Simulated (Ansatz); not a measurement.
## What BaCeSe3 (model cell, started as cubic perovskite with Ce in the octahedra) distorts into

Which phase does BaCeSe3 (model cell, started as cubic perovskite with Ce in the octahedra) fall into along its unstable mode, and how much energy does it gain?

Calculated with Ansatz 0.2.0; DFT PBEsol, scalar-relativistic, plane waves, PAW; PAW set soft_1.

Most raw output is cut from this account.

The structure was built from a prototype and need not be the compound's stable phase.

**1. Starting point**

Symmetry: Pm-3m, No. 221, cubic system. The conventional cell has a = 5.463 Å, b = 5.463 Å, c = 5.463 Å, α = 90.00°, β = 90.00°, γ = 90.00°. Nearest to Ba lie 12 Se at 3.86 Å. Ce has 6 Se at 2.73 Å nearest. Se has 2 Ce at 2.73 Å and 4 Ba at 3.86 Å nearest. Farther neighbours and most contacts between anions are not listed.

**2. Response at finite wavevector**

The cell comes from relaxations at this level that are not shown. Stability and thermal properties need the whole zone. Linear response on a 2×2×2 q mesh gives force constants as far as a supercell of that size would, and the tensors from the zone-centre run are typed in so that the long-range dipole term is interpolated apart.

Input file input.yaml:

```yaml
crystal:
  lattice:
    - [5.4631095288, 0.0, 0.0]
    - [0.0, 5.4631095288, 0.0]
    - [0.0, 0.0, 5.4631095288]
  atoms:
    - { symbol: Ba, position: [0.0, 0.0, 0.0] }
    - { symbol: Ce, position: [0.5, 0.5, 0.5] }
    - { symbol: Se, position: [0.5, 0.5, 0.0] }
    - { symbol: Se, position: [0.5, 0.0, 0.5] }
    - { symbol: Se, position: [0.0, 0.5, 0.5] }
kpoints:
  mp_grid: { grid: [8, 8, 8] }
hamiltonian:
  xc: pbesol
  pseudopotentials: { kind: paw, azcp: { folder: soft_1 }, xc_functional: pbe }
scf:
  occupations: { method: fixed }
output:
  eigenvalues: true
phonons:
  method: dfpt
  qmesh: [2, 2, 2]
  temperatures: { t_max: 1000, t_step: 50 }
  qpath:
    path:
      - [[0.0, 0.0, 0.0], [0.0, 0.5, 0.0], [0.5, 0.5, 0.0], [0.0, 0.0, 0.0], [0.5, 0.5, 0.5], [0.0, 0.5, 0.0]]
      - [[0.5, 0.5, 0.5], [0.5, 0.5, 0.0]]
    npoints: 10
  non_analytic_term:
    high_frequency_dielectric_tensor: [[10.9307, 0.0, 0.0], [0.0, 10.9307, 0.0], [0.0, 0.0, 10.9307]]
    born_effective_charges:
      - { species: Ba, tensor: [[3.0544, 0.0, 0.0], [0.0, 3.0544, 0.0], [0.0, 0.0, 3.0544]] }
      - { species: Ce, tensor: [[6.9098, 0.0, 0.0], [0.0, 6.9098, 0.0], [0.0, 0.0, 6.9098]] }
      - { species: Se, tensor: [[-1.8407, 0.0, 0.0], [0.0, -1.8407, 0.0], [0.0, 0.0, -6.2829]] }
      - { species: Se, tensor: [[-1.8407, 0.0, 0.0], [0.0, -6.2829, 0.0], [0.0, 0.0, -1.8407]] }
      - { species: Se, tensor: [[-6.2829, 0.0, 0.0], [0.0, -1.8407, 0.0], [0.0, 0.0, -1.8407]] }
    source: "zone-centre run at this cell"
```

Run with:

```bash
> ansatz run input.yaml --threads 4 --pin off --max-ram 16384MiB --backend cpu --events-out ev --progress --plain --runs-dir out
```

The job ended after 8.5 min (4 threads of Arm Neoverse V2, shared host; peak memory 2.4 GiB; 33 min of CPU time).

This step gave:

| Item | Value |
| --- | --- |
| gap on the k-mesh | 0.6935 eV |
| volume per atom | 32.61 Å³ |
| sum-rule residual before enforcement | 9.81e-5 eV/Å² |
| lowest frequency on the path | -70.34 cm⁻¹ |
| point group | m-3m |
| highest frequency on the path or at a solved wavevector | 270.7 cm⁻¹ |
| highest optical mode at the zone centre (no LO-TO term) | 224.4 cm⁻¹ |
| lowest optical zone-centre mode | -51.05 cm⁻¹ |
| lowest mode on the q mesh (acoustic modes at Γ apart) | -70.34 cm⁻¹ |

Frequencies (cm⁻¹) solved at each irreducible wavevector; negative means imaginary. Frequencies by wavevector, by row:

```csv
q in reciprocal lattice units,star,mode 1,mode 2,mode 3,mode 4,mode 13,mode 14,mode 15
0 0 0,1,-51,-51,-51,-40.2,224.4,224.4,224.4
0 0 -0.5,3,-42.9,-42.9,-30.4,-30.4,224.9,224.9,237.2
0 -0.5 -0.5,3,-66.8,-48.8,-48.8,-23.4,195.6,225.4,243.9
-0.5 -0.5 -0.5,1,-70.3,-70.3,-70.3,-40.5,191.7,191.7,249.7
```

Interpolated from a 2×2×2 q mesh, with the LO-TO term (at Γ the limit along the path; where Γ stands inside the path, tables give the limit on arrival). Phonon branches along the path, in cm⁻¹:

| point | branch 1 | branch 2 | branch 3 | branch 4 | branch 12 | branch 13 | branch 14 | branch 15 |
| --- | --- | --- | --- | --- | --- | --- | --- | --- |
| Γ | -51 | -51 | -40 | -40 | 71 | 224 | 224 | 271 |
| halfway | -48 | -48 | -33 | -33 | 118 | 225 | 225 | 259 |
| X | -43 | -43 | -30 | -30 | 171 | 225 | 225 | 237 |
| halfway | -57 | -43 | -40 | -36 | 172 | 208 | 225 | 248 |
| M | -67 | -49 | -49 | -23 | 173 | 196 | 225 | 244 |
| halfway | -53 | -44 | -43 | -32 | 121 | 214 | 225 | 259 |
| Γ | -51 | -51 | -40 | -40 | 71 | 224 | 224 | 271 |
| halfway | -52 | -51 | -51 | -33 | 123 | 215 | 215 | 261 |
| R | -70 | -70 | -70 | -40 | 175 | 192 | 192 | 250 |
| halfway | -58 | -57 | -49 | -38 | 173 | 204 | 215 | 254 |
| X | -43 | -43 | -30 | -30 | 171 | 225 | 225 | 237 |
| jump to R | -70 | -70 | -70 | -40 | 175 | 192 | 192 | 250 |
| halfway | -69 | -58 | -58 | -36 | 174 | 194 | 210 | 251 |
| M | -67 | -49 | -49 | -23 | 173 | 196 | 225 | 244 |

Symmetry leaves 4 wavevectors to solve. The lowest mode among them, the acoustic zeros apart, lies at q = (-0.5, -0.5, -0.5) and is imaginary, 70.3i cm⁻¹, so the energy falls along it.

**3. The mode frozen in, largest atomic shift 0 Å**

The mode followed lies at q = (0, -0.5, -0.5) with frequency 66.8i cm⁻¹, one of the unstable modes though not the softest. At small amplitude the distorted cell has space group no. 127 by a symmetry search on the positions. The undistorted cell that holds it gives the zero of energy on the same k mesh.

System of this step: BaCeSe3 (model cell, started as cubic perovskite with Ce in the octahedra). It takes space group Pm-3m (No. 221, cubic). Conventional cell: a = 5.463 Å, b = 5.463 Å, c = 5.463 Å, α = 90.00°, β = 90.00°, γ = 90.00°. Ba has 12 Se at 3.86 Å nearest. Ce has 6 Se at 2.73 Å nearest. Se has 2 Ce at 2.73 Å and 4 Ba at 3.86 Å nearest. Se has 2 Ce at 2.73 Å and 4 Ba at 3.86 Å nearest. Farther neighbours and most contacts between anions are not listed.

Input file input.yaml:

```yaml
crystal:
  lattice:
    - [-5.4631095288, 0.0, 0.0]
    - [0.0, -5.4631095288, -5.4631095288]
    - [0.0, -5.4631095288, 5.4631095288]
  atoms:
    - { symbol: Ba, position: [0.0, 0.5, 0.5] }
    - { symbol: Ba, position: [0.0, 0.0, 0.0] }
    - { symbol: Ce, position: [0.5, 1.0, 0.5] }
    - { symbol: Ce, position: [0.5, 0.5, 0.0] }
    - { symbol: Se, position: [0.5, 0.25, 0.25] }
    - { symbol: Se, position: [0.5, 0.75, 0.75] }
    - { symbol: Se, position: [0.5, 0.25, 0.75] }
    - { symbol: Se, position: [0.5, 0.75, 0.25] }
    - { symbol: Se, position: [0.0, 1.0, 0.5] }
    - { symbol: Se, position: [0.0, 0.5, 0.0] }
kpoints:
  mp_grid: { grid: [6, 4, 4] }
hamiltonian:
  xc: pbesol
  pseudopotentials: { kind: paw, azcp: { folder: soft_1 }, xc_functional: pbe }
scf:
  occupations: { method: gaussian, width: 0.02 }
output:
  forces: true
  stress: true
  eigenvalues: true
```

Elapsed: 15 s, on 4 threads; peak memory 1.2 GiB.

Numbers from this step:

```
pressure                         : 0.004218 GPa
gap on the k-mesh                : 0.6923 eV
energy from the undistorted cell : 0 meV/atom
```

At this level the gap is 0.69 eV on the k-mesh of the self-consistent run, which can miss the band edges.

**4. The mode frozen in, largest atomic shift 0.6 Å**

The atoms are moved along the unstable eigenvector, the largest shift by 0.6 Å, with the cell fixed.

input.yaml, the sections that differ from step 3:

```yaml
crystal:
  lattice:
    - [-5.4631095288, 0.0, 0.0]
    - [0.0, -5.4631095288, -5.4631095288]
    - [0.0, -5.4631095288, 5.4631095288]
  atoms:
    - { symbol: Ba, position: [0.0, 0.5, 0.5] }
    - { symbol: Ba, position: [0.0, 0.0, 0.0] }
    - { symbol: Ce, position: [0.5, 1.0, 0.5] }
    - { symbol: Ce, position: [0.5, 0.5, 0.0] }
    - { symbol: Se, position: [0.5, 0.304913781, 0.304913781] }
    - { symbol: Se, position: [0.5, 0.695086219, 0.695086219] }
    - { symbol: Se, position: [0.5, 0.195086219, 0.804913781] }
    - { symbol: Se, position: [0.5, 0.804913781, 0.195086219] }
    - { symbol: Se, position: [0.0, 1.0, 0.5] }
    - { symbol: Se, position: [0.0, 0.5, 0.0] }
# kpoints, hamiltonian, scf, output: as in step 3
```

It took 16 s on 4 threads; peak memory 1.2 GiB; 64 s of CPU time.

Numbers from this step:

```yaml
pressure: -1.021 GPa
gap_on_the_k_mesh: 0.6331 eV
energy_from_the_undistorted_cell: -58.52 meV/atom
```

The energy, extrapolated to zero smearing, is -58.52 meV/atom against the undistorted cell.

The run ends at a pressure of -1.02 GPa, with forces up to 0.24 eV/Å.

**5. Energy along the mode, all amplitudes (two of the runs are shown above)**

An imaginary frequency means negative curvature, so the energy should fall and then rise again as anharmonic terms take over.

Numbers from this step:

```yaml
depth_at_the_lowest_point_sampled: 58.52 meV/atom
largest_atomic_shift_at_that_point: 0.6 Å
```

Table of energy from the parent by largest atomic shift:

```csv
largest atomic shift (Å),energy from the parent (meV/atom)
0.000,0
0.040,-0.415
0.080,-1.65
0.140,-4.97
0.220,-11.8
0.320,-23.4
0.450,-40.6
0.600,-58.5
```

Displacement at unit largest shift by atom:

| atom | x (Å) | y (Å) | z (Å) | size |
| --- | --- | --- | --- | --- |
| Ba1 | 0.00 | 0.00 | 0.00 | 0.00 |
| Ba2 | 0.00 | 0.00 | 0.00 | 0.00 |
| Ce3 | 0.00 | 0.00 | 0.00 | 0.00 |
| Ce4 | 0.00 | 0.00 | 0.00 | 0.00 |
| Se5 | 0.00 | -1.00 | 0.00 | 1.00 |
| Se6 | 0.00 | 1.00 | 0.00 | 1.00 |
| Se7 | 0.00 | 0.00 | 1.00 | 1.00 |
| Se8 | 0.00 | 0.00 | -1.00 | 1.00 |
| Se9 | 0.00 | 0.00 | 0.00 | 0.00 |
| Se10 | 0.00 | 0.00 | 0.00 | 0.00 |

The lowest of the steps tried is the last one, at 0.6 Å, 58.5 meV/atom below the parent; the bottom of the well need not coincide with a step.

**6. Relaxing from the distorted cell**

Starting from the lowest point found, all atoms and the cell are let go, so that strain and other modes of the same symmetry can join in.

input.yaml: that of step 4 with these lines changed.

```diff
@@ -22,3 +22,3 @@
 scf:
-  occupations: { method: gaussian, width: 0.02 }
+  occupations: { method: fixed }
 output:
@@ -27 +27,6 @@
   eigenvalues: true
+relax:
+  adjacent_minimum: "off"
+  f_tol: 0.002
+  max_steps: 120
+  cell: { stress_tol: 0.03 }
```

It took 88 s on 4 threads; peak memory 1.2 GiB.

The steps of the relaxation:

```csv
step,energy less that of the first step (eV),largest force component (eV/Å),pressure (GPa),volume (Å³)
1,0.0000,0.2418,-1.02,326.10
2,-0.2283,0.1818,-0.08,315.54
3,-0.2660,0.1899,-0.59,313.98
4,-0.2922,0.0284,0.06,311.11
5,-0.2928,0.0013,0.00,311.40
6*,-0.2920,0.0013,0.00,311.40
```

Relaxation steps marked * repeat the geometry before them on a plane-wave basis chosen anew for their cell, so energy and pressure can jump there.

Forces are held to the 16 operations that the run works with; a distortion that breaks them can't arise in this run.

```
     cell as run  before  after  change
           a (Å)   5.463  5.604  +2.6 %
           b (Å)   7.726  7.455  -3.5 %
           c (Å)   7.726  7.455  -3.5 %
volume (Å³/atom)   32.61  31.14  -4.5 %
```

The atoms that moved most (Å, as changes of fractional coordinates times the final cell):

```csv
atom,dx,dy,dz,length
Se5,0.000,-0.278,0.000,0.278
Se8,0.000,0.000,-0.278,0.278
Se7,0.000,0.000,0.278,0.278
Se6,0.000,0.278,0.000,0.278
```

This step gave:

- pressure: -0.001088 GPa
- gap on the k-mesh: 0.7391 eV
- volume per atom: 31.14 Å³

The distorted start has space group P4/mbm; the relaxation ends in P4/mbm.

**7. The new phase in its own primitive cell**

The relaxed structure is symmetrised, reduced to its primitive cell and relaxed tightly, as its phonons need.

Input file input.yaml:

```yaml
crystal:
  lattice:
    - [7.4545747385, 0.0, 0.0]
    - [0.0, 7.4545747385, 0.0]
    - [0.0, 0.0, 5.6035882833]
  atoms:
    - { symbol: Ba, position: [0.5, 0.0, 0.0] }
    - { symbol: Ba, position: [0.0, 0.5, 0.0] }
    - { symbol: Ce, position: [0.0, 0.0, 0.5] }
    - { symbol: Ce, position: [0.5, 0.5, 0.5] }
    - { symbol: Se, position: [0.3313237858, 0.8313237858, 0.5] }
    - { symbol: Se, position: [0.6686762142, 0.1686762142, 0.5] }
    - { symbol: Se, position: [0.1686762142, 0.3313237858, 0.5] }
    - { symbol: Se, position: [0.8313237858, 0.6686762142, 0.5] }
    - { symbol: Se, position: [0.0, 0.0, 0.0] }
    - { symbol: Se, position: [0.5, 0.5, 0.0] }
kpoints:
  mp_grid: { grid: [4, 4, 6] }
hamiltonian:
  xc: pbesol
  pseudopotentials: { kind: paw, azcp: { folder: soft_1 }, xc_functional: pbe }
scf:
  occupations: { method: fixed }
output:
  forces: true
  stress: true
  eigenvalues: true
relax:
  adjacent_minimum: "off"
  f_tol: 0.001
  max_steps: 60
  cell: { stress_tol: 0.01 }
```

It took 50 s on 4 threads; peak memory 1.2 GiB; 3.3 min of CPU time.

Little changed from the start: no atom moved by 0.005 Å and no cell edge by 0.1 %.

Numbers from this step:

| Quantity | Value |
| --- | --- |
| pressure | -6.76e-4 GPa |
| gap on the k-mesh | 0.7388 eV |
| direct gap on mesh | 0.7388 eV |

The largest force component left is 0.30 meV/Å and the pressure is -0.001 GPa, within the tolerances set. The cell now holds 31.14 Å³/atom.

**8. The phases reached**

The phases reached along the modes that were followed are set side by side.

Energies are those of the first relaxation, on the mesh of the frozen mode; space group, volume and gap are those of the last relaxation. Phases, by row:

```csv
mode frozen in,space group,energy from parent (meV/atom),volume (Å³/atom),gap on mesh (eV),lowest zone-centre optical mode (cm⁻¹),largest shift (Å)
parent,Pm-3m,0,32.61,0.693,–,–
"q = (-0.5, -0.5, -0.5), 70i cm⁻¹",I4/mcm,-98.46,31.04,1.063,–,0.867
"q = (-0.5, -0.5, -0.5), 70i cm⁻¹",R-3c,-90.61,31.33,0.947,–,0.676
"q = (-0.5, -0.5, -0.5), 70i cm⁻¹",Imma,-100.4,31.36,0.83,–,0.812
"q = (0, -0.5, -0.5), 67i cm⁻¹",P4/mbm,-87.72,31.14,0.739,–,0.857
```

**9. Results**

```json
{
  "unstable mode of the parent": "q = (0, -0.5, -0.5), 67i cm⁻¹",
  "depth at the lowest point sampled": "58.5 meV/atom",
  "largest atomic shift at that point": "0.6 Å",
  "space group reached (within 0.01 Å)": "P4/mbm",
  "energy gained over the parent (first relaxation, on the mesh of the frozen mode)": "87.7 meV/atom",
  "volume per atom, phase reached": "31.1 Å³",
  "gap on the k-mesh, phase reached": "0.739 eV"
}
```

**Reading.** Along this mode the structure falls into P4/mbm, 87.7 meV/atom below the parent. At the parent's cell the well is 58.52 meV/atom deep on the steps tried, with its lowest point at a shift of 0.6 Å. That is the last step tried, so the steps alone don't bracket the bottom of the well. Relaxing atoms and cell changes the gain by +29.20 meV/atom against the lowest step (energies at zero smearing). The modes of the phase reached were not computed on this path. Of the 4 patterns followed to their end from this parent, this one ends 12.7 meV/atom above the lowest, Imma. Each path keeps the symmetry of its pattern, so a lower phase may lie along a pattern not tried. The phonon runs are without spin polarisation, although Ce often carries a moment. The 4f shell is treated without a U, so valence and screening may be off. Spin-orbit coupling is left out, which can matter for the heavy elements here. The PAW files were made for PBE and serve the other functionals too. The starting cell was built on a prototype and not taken from a measurement, so the phase need not exist.

[Logs are printed without paths, hosts, clocks, repeated set-up lines and the standing remarks that a program may print on its own settings, such as how far it seeks lower states.]

[Hosts, paths, dates, database ids (printed as entryN), source tags and the programs' standing remarks are cut or masked in the printed files.]
